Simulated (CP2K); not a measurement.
Two runs for the S L₂,₃ edge of 2-mercaptopyridine. Run A: CP2K XAS_TDP, all-electron GAPW, PBEh(45%), aug-cc-pVDZ, TDA, ZORA, spin–orbit coupling. Run B has a fault in its input.

First lines with a strength over 0.0003. A:

| atom | energy (eV) | states | strength, one atom |
| --- | --- | --- | --- |
| S1 (bonded to C and H) | 163.49 | 1 | 0.0017 |
|  | 163.76 | 1 | 0.0014 |
|  | 164.57 | 1 | 0.0013 |
|  | 164.73 | 1 | 0.0003 |
|  | 164.84 | 4 | 0.0005 |

B:

| atom | energy (eV) | states | strength, one atom |
| --- | --- | --- | --- |
| S1 (bonded to C and H) | 161.45 | 1 | 0.0025 |
|  | 161.72 | 1 | 0.0017 |
|  | 162.41 | 1 | 0.0023 |
|  | 162.74 | 1 | 0.0038 |
|  | 163.16 | 1 | 0.0017 |

**Question.** What went wrong in run B?

The basis is far too small (basis from aug-cc-pVDZ to 3-21G*). The lowest line over the strength cut lies at 161.45 eV, against 163.49 eV (PBEh(45%), aug-cc-pVDZ). Another fault could leave a like mark.

[Hosts, paths, dates, database ids (printed as entryN), source tags and the programs' standing remarks are cut or masked in the printed files.]
